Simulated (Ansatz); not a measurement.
# YAlSe3 (model cell, started as cubic perovskite with Al in the octahedra): following an unstable mode, part 2 of 3

Wanted: the energy along a soft mode of YAlSe3 (model cell, started as cubic perovskite with Al in the octahedra) and the structure at the end.

Ansatz 0.2.0; DFT PBEsol, scalar-relativistic, plane waves, PAW; PAW set soft_1.

So far, highest frequency on the path or at a solved wavevector (cm⁻¹): step 2 (the dispersion) 354. Also lowest frequency on the path (cm⁻¹): step 2 -167.

The structure was built from a prototype and need not be the compound's stable phase.

### Step 5. Energy along the mode, all amplitudes (two of the runs are shown above)

An imaginary frequency means negative curvature, so the energy should fall and then rise again as anharmonic terms take over.

This step gave:

| Quantity | Value |
| --- | --- |
| depth at the lowest point sampled | 207.4 meV/atom |
| largest atomic shift at that point | 0.6 Å |

Energy from the parent against largest atomic shift:

```
largest atomic shift (Å)  energy from the parent (meV/atom)
                   0.000                                  0
                   0.040                              -1.91
                   0.080                              -7.29
                   0.140                              -20.8
                   0.220                              -47.9
                   0.320                              -91.3
                   0.450                               -151
                   0.600                               -207
```

Displacement at unit largest shift by atom:

```
atom  x (Å)  y (Å)  z (Å)  size
  Y1   0.00   0.00   0.00  0.00
  Y2   0.00   0.00   0.00  0.00
 Al3   0.00   0.00   0.00  0.00
 Al4   0.00   0.00   0.00  0.00
 Se5   0.00   1.00   0.00  1.00
 Se6   0.00  -1.00   0.00  1.00
 Se7   0.00   0.00  -1.00  1.00
 Se8   0.00   0.00   1.00  1.00
 Se9   0.00   0.00   0.00  0.00
Se10   0.00   0.00   0.00  0.00
```

The lowest of the steps tried is the last one, at 0.6 Å, 207 meV/atom below the parent; the bottom of the well need not coincide with a step.

### Step 6. Relaxing from the distorted cell

Starting from the lowest point found, all atoms and the cell are let go, so that strain and other modes of the same symmetry can join in.

File input.yaml:

```yaml
crystal:
  lattice:
    - [-4.8323304856, 0.0, 0.0]
    - [0.0, -4.8323304856, -4.8323304856]
    - [0.0, -4.8323304856, 4.8323304856]
  atoms:
    - { symbol: "Y", position: [0.0, 0.5, 0.5] }
    - { symbol: "Y", position: [0.0, 1.0, 0.0] }
    - { symbol: Al, position: [0.5, 0.0, 0.5] }
    - { symbol: Al, position: [0.5, 0.5, 0.0] }
    - { symbol: Se, position: [0.5, 0.6879181534, 0.6879181534] }
    - { symbol: Se, position: [0.5, 0.3120818466, 0.3120818466] }
    - { symbol: Se, position: [0.5, 0.8120818466, 0.1879181534] }
    - { symbol: Se, position: [0.5, 0.1879181534, 0.8120818466] }
    - { symbol: Se, position: [1.0, 0.0, 0.5] }
    - { symbol: Se, position: [1.0, 0.5, 0.0] }
kpoints:
  mp_grid: { grid: [8, 6, 6] }
hamiltonian:
  xc: pbesol
  pseudopotentials: { kind: paw, azcp: { folder: soft_1 }, xc_functional: pbe }
scf:
  occupations: { method: methfessel_paxton, width: 0.2 }
output:
  forces: true
  stress: true
  eigenvalues: true
  write_density: true
  write_potential: true
  elf: true
  volumetric_format: npy
relax:
  adjacent_minimum: "off"
  f_tol: 0.002
  max_steps: 120
  cell: { stress_tol: 0.03 }
```

Launch:

```console
$ ansatz run input.yaml --threads 4 --pin off --max-ram 16384MiB --backend cpu --events-out ev --progress --plain --runs-dir out
```

Numbers of over 12 decimals in the logs are rounded to 6 here.

The log of the run:

```text
[...]
Crystal: 10 atoms, lattice volume = 225.684 Å³
Basis set: ecut = 420 eV, 4397 PW (Γ), exchange–correlation on 72×96×96 points (8 copies of the dense FFT grid, shifted against one another)
Bands: 75, of which v1, the nominal top of the filled ones, is band 62 counted from 1 (61 counted from 0)
Symmetry: 16 space group operations
[...]
k-points: 50 of 288
[...]
SCF iter   1: F=—  HF=-41196.058667 eV  |F-HF|=—  |Δ(HF+E_count)|=         —  Δρ=3.56e-2  dr2=4.29e0  ethr=3.10e-3  ⟨swp⟩=6.6  Hψ=14274  notcnv=0
[...]
SCF iter   9: F=-41194.920286 eV  HF=-41194.920286 eV  |F-HF|=4.60e-9  |Δ(HF+E_count)|=   1.81e-7  S|Δr|=    0.00e0  Δρ=4.65e-6  dr2=5.88e-8  ethr=8.06e-11  ⟨swp⟩=12.7  Hψ=27676  notcnv=0
SCF 1 converged in 9 iterations: F = -41194.920286 eV  dr2 = 5.88e-8
[...]
relax step   1: F+E_penalty+E_count = -41194.92028627 eV  Δ(F+E_penalty+E_count) = +0.000e0 eV  max|allowed force component| = 7.278e-1 eV/Å  Δτ_max = 0.0000 Å  P = -0.345 GPa  Ω = 225.684 Å³  (9 SCF iters, dr2 threshold 1.00e-7 eV, accepted)
Crystal: 10 atoms, lattice volume = 221.488 Å³
Basis set: ecut = 420 eV, 4297 PW (Γ), exchange–correlation on 72×96×96 points (8 copies of the dense FFT grid, shifted against one another)
[...]
SCF iter   8: F=-41195.331151 eV  HF=-41195.331151 eV  |F-HF|=3.80e-7  |Δ(HF+E_count)|=   8.36e-7  S|Δr|=    0.00e0  Δρ=1.47e-5  dr2=9.54e-7  ethr=8.06e-10  ⟨swp⟩=8.3  Hψ=29736  notcnv=0
SCF 2 converged in 8 iterations: F = -41195.331151 eV  dr2 = 9.54e-7
[...]
relax step   2: F+E_penalty+E_count = -41195.33115081 eV  Δ(F+E_penalty+E_count) = -4.109e-1 eV  max|allowed force component| = 1.811e-1 eV/Å  Δτ_max = 0.1948 Å  P = +0.895 GPa  Ω = 221.488 Å³  energy of the carried Pulay correction = +3.058e-4 eV  (8 SCF iters, dr2 threshold 1.00e-6 eV, accepted)
Crystal: 10 atoms, lattice volume = 223.291 Å³
Basis set: ecut = 420 eV, 4353 PW (Γ), exchange–correlation on 72×96×96 points (8 copies of the dense FFT grid, shifted against one another)
[...]
SCF iter   6: F=-41195.394200 eV  HF=-41195.394201 eV  |F-HF|=5.54e-7  |Δ(HF+E_count)|=   1.02e-6  S|Δr|=    0.00e0  Δρ=1.23e-5  dr2=7.71e-7  ethr=8.06e-10  ⟨swp⟩=11.7  Hψ=36313  notcnv=0
SCF 3 converged in 6 iterations: F = -41195.394200 eV  dr2 = 7.71e-7
relax step   3: F+E_penalty+E_count = -41195.39420038 eV  Δ(F+E_penalty+E_count) = -6.305e-2 eV  max|allowed force component| = 7.630e-2 eV/Å  Δτ_max = 0.0060 Å  P = -0.112 GPa  Ω = 223.291 Å³  energy of the carried Pulay correction = +1.736e-4 eV  (6 SCF iters, dr2 threshold 1.00e-6 eV, accepted)
[...]
relax step   4: F+E_penalty+E_count = -41195.40697969 eV  Δ(F+E_penalty+E_count) = -1.278e-2 eV  max|allowed force component| = 2.707e-3 eV/Å  Δτ_max = 0.0071 Å  P = +0.265 GPa  Ω = 221.585 Å³  energy of the carried Pulay correction = +2.986e-4 eV  (6 SCF iters, dr2 threshold 1.00e-6 eV, accepted)
[...]
relax step   5: F+E_penalty+E_count = -41195.40762775 eV  Δ(F+E_penalty+E_count) = -6.481e-4 eV  max|allowed force component| = 3.176e-4 eV/Å  Δτ_max = 0.0003 Å  P = -0.024 GPa  Ω = 222.451 Å³  energy of the carried Pulay correction = +2.351e-4 eV  (5 SCF iters, dr2 threshold 2.21e-7 eV, accepted)
Basis set: ecut = 420 eV, 4289 PW (Γ), exchange–correlation on 72×90×90 points (8 copies of the dense FFT grid, shifted against one another)
[...]
SCF iter   8: F=-41195.407527 eV  HF=-41195.407527 eV  |F-HF|=1.46e-11  |Δ(HF+E_count)|=  1.46e-11  S|Δr|=    0.00e0  Δρ=3.49e-8  dr2=5.79e-12  ethr=1.00e-12  ⟨swp⟩=6.2  Hψ=15036  notcnv=0
SCF 6 converged in 8 iterations: F = -41195.407527 eV  dr2 = 5.79e-12
relax step   6: F+E_penalty+E_count = -41195.40752672 eV  Δ(F+E_penalty+E_count) = +1.010e-4 eV  max|allowed force component| = 3.201e-4 eV/Å  Δτ_max = 0.0000 Å  P = -0.023 GPa  Ω = 222.451 Å³  stress off target by 2.65e-2 GPa  SCF on the basis re-selected at this cell (its energy is not comparable with the rows above)  (8 SCF iters)
basis re-selected at this cell: Δ(F+E_penalty+E_count) = +1.010e-4 eV, ΔP = +0.001 GPa vs the last step (what re-selecting the basis moved, of the pressure what is left beyond the Pulay correction that the steps carried, after the strain that the cell walked since its last selection, with what the two solves' SCF thresholds leave and, on support functions, any second-order correction that the steps lacked; it is no measure of the basis error at this ecutwfc). The dense FFT grid was sized anew with the basis: this SCF ran on 36×45×45 points, the steps before it on 36×48×48, so part of this shift can come from that change (see relax.cell in the input reference). [rest of the remark cut]
SCF converged after 8 iterations
[...]
Free energy (F): -41195.407527 eV
[...]
Internal energy: -41195.410170 eV  (E = F + TS)
E sigma→0 (E₀):  -41195.408188 eV
Entropy (-TS):   0.002643 eV (0.264 meV/atom)
Fermi energy:    9.659188 eV
Step filling:    the computed levels leave a gap of 0.0000 eV = 0.0 smearing widths at the electron count; against every level under it full and every level over it empty, smearing changes F+E_penalty+E_count by +1.054 meV and its σ→0 estimate by +0.393 meV
[...]
--- Forces (eV/Å), atoms counted from 1 ---
  atom   1  Y      0.00000000     0.00000000     0.00000000
  atom   2  Y     -0.00000000     0.00000000     0.00000000
  atom   3  Al    -0.00000000     0.00000000     0.00000000
  atom   4  Al     0.00000000     0.00000000    -0.00000000
  atom   5  Se     0.00000000     0.00032008     0.00000000
  atom   6  Se    -0.00000000    -0.00032008    -0.00000000
  atom   7  Se    -0.00000000     0.00000000    -0.00032008
  atom   8  Se     0.00000000    -0.00000000     0.00032008
  atom   9  Se    -0.00000000     0.00000000     0.00000000
  atom  10  Se     0.00000000     0.00000000    -0.00000000
  max |Σ_I F_I| component: 2.17e-19 eV/Å
--- Stress (GPa, compression-positive) ---
       -0.016038      -0.000000       0.000000
       -0.000000      -0.026504       0.000000
        0.000000       0.000000      -0.026504
  P = ⅓ Tr σ = -0.0230 GPa (-0.230 kbar)
--- Band table (eV; the first three rows and the last of 50) ---
  k-point 0: bands = [... 58 lower, 8.0771, 8.5325, 9.5941, 9.6472, 9.6472, 10.1932, 10.6455, 10.6455, ... 9 higher]
  k-point 1: bands = [... 58 lower, 8.1450, 8.4092, 8.9252, 9.5355, 10.1156, 10.4025, 10.7427, 10.7616, ... 9 higher]
  k-point 2: bands = [... 58 lower, 7.8662, 8.0895, 8.3681, 9.2104, 10.3690, 10.8665, 10.9411, 10.9760, ... 9 higher]
  k-point 49: bands = [... 58 lower, 8.1247, 8.1247, 8.8656, 8.8656, 10.8896, 10.8896, 11.5285, 11.5285, ... 9 higher]
--- Relaxed structure (5 steps of the walk, 5 accepted, 1 SCFs on fresh bases) ---
  F+E_penalty+E_count = -41195.40752672 eV   max|allowed force component| = 3.201e-4 eV/Å   (the final SCF, on the basis selected at the relaxed cell)
  cell:  # Å, volume = 222.4512 Å³
    - [-5.057209, 0, 0]
    - [0, -4.689720, -4.689720]
    - [0, -4.689720, 4.689720]
  atoms:
    - { symbol: Y, position: [0, 0.5, 0.5] }
    - { symbol: Y, position: [0, 1.0, 0.0] }
    - { symbol: Al, position: [0.5, 0.0, 0.5] }
    - { symbol: Al, position: [0.5, 0.5, 0.0] }
    - { symbol: Se, position: [0.5, 0.669089, 0.669089] }
    - { symbol: Se, position: [0.5, 0.330911, 0.330911] }
    - { symbol: Se, position: [0.5, 0.830911, 0.169089] }
    - { symbol: Se, position: [0.5, 0.169089, 0.830911] }
    - { symbol: Se, position: [1.0, 0.0, 0.5] }
    - { symbol: Se, position: [1.0, 0.5, 0.0] }
```

It took 1.9 min on 4 threads of Arm Neoverse V1, shared host; peak memory 1.1 GiB; 7.4 min of CPU time.

Step by step:

```
step  energy less that of the first step (eV)  largest force component (eV/Å)  pressure (GPa)  volume (Å³)
   1                                   0.0000                          0.7278           -0.35       225.68
   2                                  -0.4109                          0.1811            0.89       221.49
   3                                  -0.4739                          0.0763           -0.11       223.29
   4                                  -0.4867                          0.0027            0.27       221.59
   5                                  -0.4873                          0.0003           -0.02       222.45
  6*                                  -0.4872                          0.0003           -0.02       222.45
```

Relaxation steps marked * repeat the geometry before them on a plane-wave basis chosen anew for their cell, so energy and pressure can jump there.

The run keeps the 16 symmetry operations that it works with, so distortions that break them were not tested.

```
     cell as run  before  after  change
           a (Å)   4.832  5.057  +4.7 %
           b (Å)   6.834  6.632  -3.0 %
           c (Å)   6.834  6.632  -3.0 %
volume (Å³/atom)   22.57  22.25  -1.4 %
```

The atoms that moved most (Å, as changes of fractional coordinates times the final cell):

```
atom     dx      dy      dz  length
 Se6  0.000  -0.177   0.000   0.177
 Se8  0.000   0.000   0.177   0.177
 Se5  0.000   0.177   0.000   0.177
 Se7  0.000   0.000  -0.177   0.177
```

This step gave:

| Property | Result |
| --- | --- |
| pressure | -0.02302 GPa |
| volume per atom | 22.25 Å³ |

Valence density in the ac plane at fractional y = 0.000, with atoms of Y and Al and Se within 0.2 Å of it. It is the smooth field of the valence electrons, not physical close to the nuclei.

Ten steps, logarithmic in the rise over the least value, from '_' (0 e/Å³) to '@' (45 e/Å³), each cell a mean:
```
====::________________..--==
----..__________________::--
....______________________..
____________________________
____________________________
..________________________..
::....__________________..::
**--....______________..::++
@@**::..____________....--%%
%%++::..______________..--##
--::..________________....--
....____________________....
____________________________
____________________________
____________________________
::::____________________..::
==--::________________..--==
====::________________..--==
```
Columns run along a (5.1 Å), rows up along c (6.6 Å). Atoms in or near the plane, at fractional coordinates: Y at (0.00, 0.00), Al at (0.50, 0.50), Se at (0.00, 0.50).

Electrostatic potential energy in the ac plane at fractional y = 0.000, with atoms of Y and Al and Se within 0.2 Å of it. With pseudopotentials it is smooth inside the atoms' cores, unlike the true potential.

Ten even steps from '_' (-43 eV) to '@' (12 eV), each cell a mean:
```
____==%%@@@@@@@@@@@@@@**..__
..--**%%@@@@@@@@@@@@@@%%++..
**##%%@@@@@@@@@@@@@@@@@@%%**
%%@@@@@@@@@@@@@@@@@@@@@@@@%%
@@@@@@@@@@@@@@@@@@@@@@@@@@@@
@@@@@@@@@@@@@@%%@@@@@@@@@@@@
**##%%@@@@%%##**##%%@@@@%%**
%%**##%%%%**##%%**##%%%%**##
@@%%**%%##**@@@@%%**%%##**@@
@@##**%%%%**%%@@##**%%##**%%
****%%@@%%##******%%@@@@##**
%%%%@@@@@@@@%%%%%%@@@@@@@@%%
@@@@@@@@@@@@@@@@@@@@@@@@@@@@
@@@@@@@@@@@@@@@@@@@@@@@@@@@@
##%%@@@@@@@@@@@@@@@@@@@@%%%%
--++##@@@@@@@@@@@@@@@@%%**==
__..++%%@@@@@@@@@@@@@@##--__
____--##@@@@@@@@@@@@%%**..__
```
Columns run along a (5.1 Å; values clipped at the 3rd and 97th percentile), rows up along c (6.6 Å). Atoms in or near the plane, at fractional coordinates: Y at (0.00, 0.00), Al at (0.50, 0.50), Se at (0.00, 0.50).

ELF in the ac plane at fractional y = 0.000, with atoms of Y and Al and Se within 0.2 Å of it. It is the smooth field of the valence electrons, not physical close to the nuclei.

Ten even steps from '_' (0.03) to '@' (0.85), each cell a mean:
```
##@@##::..--------::..==@@@@
@@@@==..--********++::::##@@
++--....++########**--__..==
..____..==********++::____..
++==....::==++**++--....::==
@@%%++::..--++++==::..--**%%
@@@@##++::::------::--**%%@@
++##@@%%++::____..==##%%%%**
__++@@@@%%::__::__++%%@@%%::
::**@@%%##::______==%%@@%%==
%%%%%%**==::::..::--++##%%%%
@@%%**--::--==++==::::==##@@
##**--....--++++==::....==##
::......--++****++==::__..::
::..__..++**######**--____..
%%**::..==########**--..==%%
@@@@**..::========--..--%%@@
++@@%%::..::::::::....++@@##
```
Columns run along a (5.1 Å), rows up along c (6.6 Å). Atoms in or near the plane, at fractional coordinates: Y at (0.00, 0.00), Al at (0.50, 0.50), Se at (0.00, 0.50).

The distorted start has space group P4/mbm; the relaxation ends in P4/mbm.

### Step 7. The new phase in its own primitive cell

The relaxed structure is symmetrised, reduced to its primitive cell and relaxed tightly, as its phonons need.

File input.yaml:

```yaml
crystal:
  lattice:
    - [6.6322659307, 0.0, 0.0]
    - [0.0, 6.6322659307, 0.0]
    - [0.0, 0.0, 5.0572089079]
  atoms:
    - { symbol: "Y", position: [0.5, 0.0, 0.0] }
    - { symbol: "Y", position: [0.0, 0.5, 0.0] }
    - { symbol: Al, position: [0.0, 0.0, 0.5] }
    - { symbol: Al, position: [0.5, 0.5, 0.5] }
    - { symbol: Se, position: [0.6690888752, 0.1690888752, 0.5] }
    - { symbol: Se, position: [0.3309111248, 0.8309111248, 0.5] }
    - { symbol: Se, position: [0.8309111248, 0.6690888752, 0.5] }
    - { symbol: Se, position: [0.1690888752, 0.3309111248, 0.5] }
    - { symbol: Se, position: [0.0, 0.0, 0.0] }
    - { symbol: Se, position: [0.5, 0.5, 0.0] }
kpoints:
  mp_grid: { grid: [6, 6, 8] }
hamiltonian:
  xc: pbesol
  pseudopotentials: { kind: paw, azcp: { folder: soft_1 }, xc_functional: pbe }
scf:
  occupations: { method: methfessel_paxton, width: 0.2 }
output:
  forces: true
  stress: true
  eigenvalues: true
relax:
  adjacent_minimum: "off"
  f_tol: 0.001
  max_steps: 60
  cell: { stress_tol: 0.01 }
```

The log of the run:

```text
[...]
Crystal: 10 atoms, lattice volume = 222.451 Å³
Basis set: ecut = 420 eV, 4289 PW (Γ), exchange–correlation on 90×90×72 points (8 copies of the dense FFT grid, shifted against one another)
Bands: 75, of which v1, the nominal top of the filled ones, is band 62 counted from 1 (61 counted from 0)
Symmetry: 16 space group operations
[...]
k-points: 50 of 288
[...]
- { symbol: Y, position: [0, 0.500000, 0.0] }
    - { symbol: Al, position: [0, 0, 0.500000] }
    - { symbol: Al, position: [0.500000, 0.500000, 0.500000] }
    - { symbol: Se, position: [0.669084, 0.169084, 0.500000] }
    - { symbol: Se, position: [0.330916, 0.830916, 0.500000] }
    - { symbol: Se, position: [0.830916, 0.669084, 0.500000] }
    - { symbol: Se, position: [0.169084, 0.330916, 0.500000] }
    - { symbol: Se, position: [0, 0, 0.0] }
    - { symbol: Se, position: [0.500000, 0.500000, 0.0] }
[key lines of the parts left out:]
SCF converged after 6 iterations
Free energy (F): -41195.407532 eV
Fermi energy:    9.664291 eV
P = ⅓ Tr σ = 0.0010 GPa (0.010 kbar)
```

Wall time 65 s (4 threads); peak memory 1.1 GiB.

Little changed from the start: no atom moved by 0.005 Å and no cell edge by 0.1 %.

Numbers from this step:

```
pressure        : 0.001044 GPa
volume per atom : 22.24 Å³
```

The largest force component left is 0.036 meV/Å and the pressure is 0.001 GPa, within the tolerances set. The cell now holds 22.24 Å³/atom.

(Part 2 of 3 ends here.)

[Logs are printed without paths, hosts, clocks, repeated set-up lines and the standing remarks that a program may print on its own settings, such as how far it seeks lower states.]

[Hosts, paths, dates, database ids (printed as entryN), source tags and the programs' standing remarks are cut or masked in the printed files.]
